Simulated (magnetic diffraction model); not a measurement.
# LiHo2TlSe4: the ordered moment from one line

Space group Cmcm (no. 63), a = 4.0760 Å, b = 13.6880 Å, c = 14.0380 Å.

| site | atom | x | y | z |
| --- | --- | --- | --- | --- |
| 4c | Tl | 1/2 | 0.3886 | 1/4 |
| 8f | Ho | 1/2 | 0.1374 | 0.0664 |
| 8f | Se | 1/2 | 0.2322 | 0.8917 |
| 4a | Se | 0 | 0 | 0 |
| 4c | Se | 1/2 | 0.0632 | 1/4 |
| 4c | Li | 0 | 0.1637 | 1/4 |

The compound is invented for this exercise: a known structure type with other elements, its cell scaled to their sizes and not relaxed.

Only Ho is taken to order (form factors of Ho3+); orders and moment sizes are assumed, and not adapted to the symmetry. Radiation: neutrons of λ = 1.594 Å, 5° to 30°; isotropic B of 0.41 Å² (Tl), 0.52 Å² (Ho), 0.62 Å² (Se) and 0.93 Å² (Li). Simulated constant-wavelength pattern: nuclear and magnetic terms add, the magnetic one as |2.695 fm × Σ f S⊥ exp(2πi Q·r) exp(−B s²)|², summed over all Q at one angle with the factor 1/(sin²θ cos θ). For collinear order S is the moment m, which repeats by lattice and centring translations R with the sign exp(−2πi k·R). Free-ion form factors, Sears's scattering lengths of 1992, no absorption; a label names one of the reflections at its angle. The strongest nuclear line in the range is 100, and lines under 0.2 are left out.

In a first state the assumed order is k = (0 0 0), collinear moments along [111], 6.5 μB on Ho; signs + at (1/2, 0.1374, 0.0664), − at (0, 0.3626, 0.5664), + at (0, 0.3626, 0.9336), − at (1/2, 0.1374, 0.4336), with this pattern:

```
2θ (°)    index  nuclear  magnetic
  6.51  (0 0 1)      0.0     564.5
 13.04  (0 0 2)     14.2       0.0
 13.38  (0 2 0)      1.1       0.0
 14.89  (0 2 1)      0.1       5.2
 18.72  (0 2 2)      6.4      84.0
 19.61  (0 0 3)      0.0       6.8
 23.54  (1 1 0)      5.8       0.0
 23.81  (0 2 3)     45.5       0.2
 24.45  (1 1 1)      9.0     105.9
 26.25  (0 0 4)      3.1       0.0
 27.00  (1 1 2)      1.2      70.2
 27.74  (0 4 1)      9.8      50.8
 29.57  (0 2 4)    100.0      54.0
```

**Question.** Nearer the ordering temperature the line at 6.51° has total intensity 276.6 on the same scale, and all moments have shrunk alike. How large is the Ho moment?

The nuclear part, 0.0, stays, so the magnetic part is 276.6 against 564.5. It goes as m², so m = 6.5 × √(276.6/564.5) = 4.55 μB; the value used was 4.55 μB.

[Logs are printed without paths, hosts, clocks, repeated set-up lines and the standing remarks that a program may print on its own settings, such as how far it seeks lower states.]
